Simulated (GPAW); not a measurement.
# C K ELNES/XANES of rock-salt (TiC)₁₋ₓ(ZrC)ₓ at x = 0 from DFT

What does the C K edge look like in rock-salt (TiC)₁₋ₓ(ZrC)ₓ at x = 0?

Program: GPAW 26.7.0. Level of theory: X-ray absorption from dipole matrix elements to empty bands, plane-wave PAW PBE. Results are calculated unless marked as measured.

## Step 1: The structure

Symmetry: Fm-3m, No. 225, cubic system. Conventional cell: a = 4.328 Å, b = 4.328 Å, c = 4.328 Å, α = 90.00°, β = 90.00°, γ = 90.00°. Nearest to Ti lie 6 C at 2.16 Å. Nearest to C lie 6 Ti at 2.16 Å. 16-atom rock-salt cell, 0 of 8 Ti sites taken by Zr at random, lattice constants typed for the ends and interpolated (Vegard). Farther neighbours are not listed.

Structure file:

```cif
data_structure
_symmetry_space_group_name_H-M 'Fm-3m'
_symmetry_Int_Tables_number 225
_cell_length_a 4.3280
_cell_length_b 4.3280
_cell_length_c 4.3280
_cell_angle_alpha 90.000
_cell_angle_beta 90.000
_cell_angle_gamma 90.000
_cell_volume 81.07
loop_
_atom_site_label
_atom_site_type_symbol
_atom_site_symmetry_multiplicity
_atom_site_Wyckoff_symbol
_atom_site_fract_x
_atom_site_fract_y
_atom_site_fract_z
_atom_site_occupancy
Ti1 Ti 4 a 0.00000 0.00000 0.00000 1
C1 C 4 b 0.00000 0.00000 0.50000 1
```

## Step 2: The field without a hole

The ground state comes first: it tells whether the system has a gap, which decides how the excited electron is treated.

scf.py

```python
import numpy as np
from ase import Atoms
from ase.parallel import parprint, paropen
from gpaw import GPAW, PW, FermiDirac, Mixer, MixerDif, setup_paths
from gpaw.test import gen
setup_paths.insert(0, '.')
gen('C', name='nch1s', xcname='PBE', corehole=(1, 0, 0), write_xml=True)
from gpaw.mpi import world
world.barrier()

atoms = Atoms('TiCTiCTiCTiCTiCTiCTiCTiC',
    cell=[[0, 4.328, 4.328],
     [4.328, 0, 4.328],
     [4.328, 4.328, 0]],
    scaled_positions=[[0, 0, 0],
     [0.75, 0.25, 0.25],
     [0, 0, 0.5],
     [0.75, 0.25, 0.75],
     [0, 0.5, 0],
     [0.75, 0.75, 0.25],
     [1, 0.5, 0.5],
     [0.75, 0.75, 0.75],
     [0.5, 0, 0],
     [0.25, 0.25, 0.25],
     [0.5, 1, 0.5],
     [0.25, 0.25, 0.75],
     [0.5, 0.5, 0],
     [0.25, 0.75, 0.25],
     [0.5, 0.5, 0.5],
     [0.25, 0.75, 0.75]],
    pbc=True)
atoms.calc = calc = GPAW(legacy_gpaw=True, mode=PW(500, force_complex_dtype=True), xc='PBE', setups={1: 'nch1s'},
    kpts={'size': (5, 5, 5), 'gamma': True}, occupations=FermiDirac(0.05),
    charge=0, mixer=Mixer(0.1, 5, 50), maxiter=150,
    convergence={'density': 0.0001, 'eigenstates': 1e-6}, txt='scf.txt')
energy = atoms.get_potential_energy() + calc.get_reference_energy()
ef = calc.get_fermi_level()
out = dict(energy=energy, fermi=ef, forces=atoms.get_forces().tolist())
parprint(f'all-electron energy {energy:.4f} eV, Fermi level {ef:.4f} eV')
ev = np.array([[calc.get_eigenvalues(k, s) for k in range(len(calc.get_ibz_k_points()))] for s in range(calc.get_number_of_spins())])
out['homo'], out['lumo'], out['counts'] = ev[ev < ef].max(), ev[ev > ef].min(), sorted(set((ev < ef).sum((0, 2)).tolist()))
out['filled'] = (ev[:, 0] < ef).sum(1).tolist()
import json
with paropen('out.json', 'w') as f:
    json.dump(out, f)
```

Launch:

```console
OMP_NUM_THREADS=1 mpirun -n 4 gpaw python scf.py
```

Numbers of over 12 decimals in the logs are rounded to 6 here.

Output:

```text
Input parameters:
  convergence: {density: 0.0001,
                eigenstates: 1e-06}
  kpts: {gamma: True,
         size: (5, 5, 5)}
  maxiter: 150
  mixer: {backend: pulay,
          beta: 0.1,
          method: separate,
          nmaxold: 5,
          weight: 50}
  mode: {ecut: 500.0,
         force_complex_dtype: True,
         name: pw}
  occupations: {fixmagmom: False,
                name: fermi-dirac,
                width: 0.05}
  setups: {1: nch1s}
  xc: PBE

Initialize ...

[... PAW data sets ...]

Reference energy: -194013.139250  # eV

Spin-paired calculation

[... convergence settings ...]
Symmetries present (total): 8
  [... symmetry matrices ...]

125 k-points: 5 x 5 x 5 Monkhorst-Pack grid
18 k-points in the irreducible part of the Brillouin zone
       k-points in crystal coordinates                weights
   0:     0.00000000    0.00000000    0.00000000          1/125
   1:     0.00000000    0.20000000    0.20000000          2/125
   2:     0.00000000    0.40000000    0.40000000          2/125
   3:     0.20000000   -0.40000000   -0.40000000          4/125
   4:     0.20000000    0.20000000    0.00000000          4/125
   5:     0.20000000    0.20000000    0.20000000          8/125
   6:     0.20000000    0.40000000   -0.40000000          8/125
   7:     0.20000000    0.40000000    0.20000000          8/125
   8:     0.20000000    0.40000000    0.40000000          8/125
   9:     0.40000000   -0.20000000   -0.40000000          8/125
          ...
  17:     0.40000000    0.40000000    0.40000000          8/125

Wave functions: Plane wave expansion
  Cutoff energy: 500.000 eV
  Number of coefficients (min, max): 4083, 4125
  Pulay-stress correction: 0.000000 eV/Ang^3 (de/decut=0.000000)
  Using FFTW library
  Wavefunction extrapolation:
    Improved wavefunction reuse through dual PAW basis

Occupation numbers: Fermi-Dirac:
  width: 0.0500  # eV

Eigensolver
   Davidson(niter=2)

Densities:
  Coarse grid: 32*32*32 grid
  Fine grid: 64*64*64 grid
  Total Charge: 0.000000

Density mixing:
  Method: separate
  Backend: pulay
  Linear mixing parameter: 0.1
  old densities: 5
  Width of damping distribution: 1.1
  Damping of long wavelength oscillations: 50

[... Hamiltonian set-up ...]
Number of atoms: 16
Number of atomic orbitals: 136
Number of bands in calculation: 81
Number of valence electrons: 128
Bands to converge: occupied

... initialized

Initializing position-dependent things.

Density initialized from atomic densities
Creating initial wave functions:
  81 bands from LCAO basis set

                      Ti   C
                    C     Ti
                      C

               C    Ti    C
              Ti   C
                    C
        Ti    C

            Ti
              Ti
       Ti

Atomic positions and initial magnetic moments

Positions:
   0 Ti     0.000000    0.000000    0.000000    ( 0.0000,  0.0000,  0.0000)
   1 C      2.164000    4.328000    4.328000    ( 0.0000,  0.0000,  0.0000)
   2 Ti     2.164000    2.164000    0.000000    ( 0.0000,  0.0000,  0.0000)
   3 C      4.328000    6.492000    4.328000    ( 0.0000,  0.0000,  0.0000)
   4 Ti     2.164000    0.000000    2.164000    ( 0.0000,  0.0000,  0.0000)
   5 C      4.328000    4.328000    6.492000    ( 0.0000,  0.0000,  0.0000)
   6 Ti     4.328000    6.492000    6.492000    ( 0.0000,  0.0000,  0.0000)
[...]
13 C      4.328000    2.164000    4.328000    ( 0.0000,  0.0000,  0.0000)
  14 Ti     4.328000    4.328000    4.328000    ( 0.0000,  0.0000,  0.0000)
  15 C      6.492000    4.328000    4.328000    ( 0.0000,  0.0000,  0.0000)

Unit cell:
           periodic     x           y           z      points  spacing
  1. axis:    yes    0.000000    4.328000    4.328000    32     0.1562
  2. axis:    yes    4.328000    0.000000    4.328000    32     0.1562
  3. axis:    yes    4.328000    4.328000    0.000000    32     0.1562

  Lengths:   6.120716   6.120716   6.120716
  Angles:   60.000000  60.000000  60.000000

Effective grid spacing dv^(1/3) = 0.1704

iter:   1  -158.183577
iter:   2  -145.732257   -0.29  -0.89
iter:   3  -138.752006   +0.53  -1.04
iter:   4  -139.745842   -0.22  -1.61
iter:   5  -140.704719   -0.44  -1.60
iter:   6  -140.029813   -1.63  -1.57
iter:   7  -140.197711   -1.99  -2.10
iter:   8  -140.134148   -2.71  -1.96
iter:   9  -139.961676   -1.85  -2.01
iter:  10  -139.967655   -1.48  -2.34
iter:  11  -139.963734c  -2.74  -2.81
iter:  12  -139.990888c  -2.40  -3.25
iter:  13  -140.008085c  -2.61  -2.47
iter:  14  -139.971153c  -3.10  -2.35
iter:  15  -139.961510c  -2.47  -2.61
iter:  16  -139.964275c  -2.79  -3.08
iter:  17  -139.965030c  -3.89  -3.21
[...]
iter:  29  -139.964361c  -4.44  -4.64c
iter:  30  -139.965491c  -3.67  -4.08c
iter:  31  -139.964418c  -4.92  -3.23
iter:  32  -139.964473c  -6.21c -3.60
iter:  33  -139.964374c  -5.39  -3.57
iter:  34  -139.964268c  -4.43  -3.71
iter:  35  -139.964312c  -6.18c -4.50c

Converged after 35 iterations.

Dipole moment: (0.000000, -0.000000, -0.000000) |e|*Ang

Energy contributions relative to reference atoms: (reference = -194013.139250)

Kinetic:       +133.559454
Potential:     -142.441700
External:        +0.000000
XC:            -131.468297
Entropy (-ST):   -0.019031
Local:           +0.395747
SIC:             +0.000000
--------------------------
Free energy:   -139.973828
Extrapolated:  -139.964312

Showing only first 2 kpts
 Kpt  Band  Eigenvalues  Occupancy
  0    62     10.18836    1.71723
  0    63     10.18836    1.71723
  0    64     10.93401    0.00000
  0    65     10.93401    0.00000

  1    62     10.03690    1.98420
  1    63     10.38038    0.23085
  1    64     10.38039    0.23079
  1    65     10.65695    0.00103

Fermi level: 10.27855

No gap
No difference between direct/indirect transitions

Forces in eV/Ang:
  0 Ti    0.00000    0.00000    0.00000
  1 C    -0.00000   -0.00000    0.00000
  2 Ti    0.00000    0.00000    0.00000
  3 C    -0.00000    0.00000    0.00000
  4 Ti    0.00000    0.00000    0.00000
  5 C    -0.00000   -0.00000    0.00000
  6 Ti   -0.00000    0.00000    0.00000
[...]
13 C    -0.00000   -0.00000    0.00000
 14 Ti    0.00000   -0.00000    0.00000
 15 C     0.00000    0.00000    0.00000
Scalar-relativistic atomic PBE calculation for C (Carbon, Z=6)
Core hole in 1s state (1s occupation: 2.0)
300 radial gridpoints.
|------------------------------------------------|
|------------------------------------------------|
[... the atom generator's iteration count ...]

Energy contributions:
-------------------------
Kinetic:      +37.662629
XC:            -5.078007
Potential:    -70.349262
-------------------------
Total:        -37.764640

state      eigenvalue         ekin         rmax
-----------------------------------------------
1s^2.0 :   -10.046298    15.958807        0.174
2s^2.0 :    -0.505334     1.651367        1.213
2p^2.0 :    -0.194204     1.221141        1.203
-----------------------------------------------
(units: Bohr and Hartree)

Generating PAW setup
Kinetic energy of the core from tauc = 31.932223
Cutoffs:
rc(s)=1.200
rc(p)=1.200
rc(d)=1.200
rc(vbar)=1.080
rc(comp)=1.200
rc(nct)=1.200

Kinetic energy of the core states: 31.917614
Charge: 0.0
Core electrons: 2.0
Valence electrons: 4.0
Pseudo-core charge: 0.031265
Shape function alpha=6.944
Pseudo-electron charge 4.035260
state    eigenvalue         norm
--------------------------------
2s(2) :    -0.505334     1.046026
*s    :     0.494666
2p(2) :    -0.194204     0.955972
*p    :     0.805796
*d    :     0.000000
--------------------------------

Diagonalizing with gridspacing h=0.050

state   all-electron     PAW
-------------------------------
2s:      -0.505334    -0.505970
2p:      -0.194204    -0.194948
*d:                    0.044948
*f:                    0.074429
-------------------------------
all-electron energy -194153.1036 eV, Fermi level 10.2786 eV
```

The job ended after 1.8 min (4 MPI ranks of Arm Neoverse V1, shared host; peak memory 0.36 GiB).

The mesh shows no gap, so the system is treated as a metal and the core electron is put at the Fermi level (neutral cell).

## Step 3: Reference energy of the cell

The photon energy needs a difference of total energies, so the cell and mesh of the coming hole run are first run without a hole.

scf.py: that of step 2 with these lines changed.

```diff
@@ -20,3 +20,3 @@
      [0.75, 0.75, 0.25],
-     [1, 0.5, 0.5],
+     [0, 0.5, 0.5],
      [0.75, 0.75, 0.75],
@@ -24,3 +24,3 @@
      [0.25, 0.25, 0.25],
-     [0.5, 1, 0.5],
+     [0.5, 0, 0.5],
      [0.25, 0.25, 0.75],
@@ -32,3 +32,3 @@
 atoms.calc = calc = GPAW(legacy_gpaw=True, mode=PW(500, force_complex_dtype=True), xc='PBE', setups={1: 'nch1s'},
-    kpts={'size': (5, 5, 5), 'gamma': True}, occupations=FermiDirac(0.05),
+    kpts={'size': (4, 4, 4), 'gamma': True}, occupations=FermiDirac(0.1),
     charge=0, mixer=Mixer(0.1, 5, 50), maxiter=150,
```

Output:

```text
Input parameters:
  convergence: {density: 0.0001,
                eigenstates: 1e-06}
  kpts: {gamma: True,
         size: (4, 4, 4)}
  maxiter: 150
  mixer: {backend: pulay,
          beta: 0.1,
          method: separate,
          nmaxold: 5,
          weight: 50}
  mode: {ecut: 500.0,
         force_complex_dtype: True,
         name: pw}
  occupations: {fixmagmom: False,
                name: fermi-dirac,
[...]
2s(2) :    -0.505334     1.046026
*s    :     0.494666
2p(2) :    -0.194204     0.955972
*p    :     0.805796
*d    :     0.000000
--------------------------------

Diagonalizing with gridspacing h=0.050

state   all-electron     PAW
-------------------------------
2s:      -0.505334    -0.505970
2p:      -0.194204    -0.194948
*d:                    0.044948
*f:                    0.074429
-------------------------------
all-electron energy -194153.0932 eV, Fermi level 10.1961 eV
[key lines of the parts left out:]
Converged after 21 iterations.
Dipole moment: (-0.000001, 0.000000, 0.000000) |e|*Ang
Free energy:   -139.994330
Fermi level: 10.19607
```

Elapsed: 59 s, on 4 MPI ranks; peak memory 0.35 GiB; 3.9 min of CPU time.

Reference energy: -194153.093 eV with the cores included.

(Continued in part 2 of 3.)

[Banner, clock and machine lines of the logs are left out without a mark of their own.]

[Logs are printed without paths, hosts, clocks, repeated set-up lines and the standing remarks that a program may print on its own settings, such as how far it seeks lower states.]

[Hosts, paths, dates, database ids (printed as entryN), source tags and the programs' standing remarks are cut or masked in the printed files.]

[Lists of maxima count a maximum above −3 eV only where it reaches 4 % of the highest in the window and stands out from its surroundings by 2 % of it (1.5 % where it reaches 55 %); shoulders and weaker maxima are passed over, and of the rest the first, up to two pre-edge ones and the few strongest are named.]
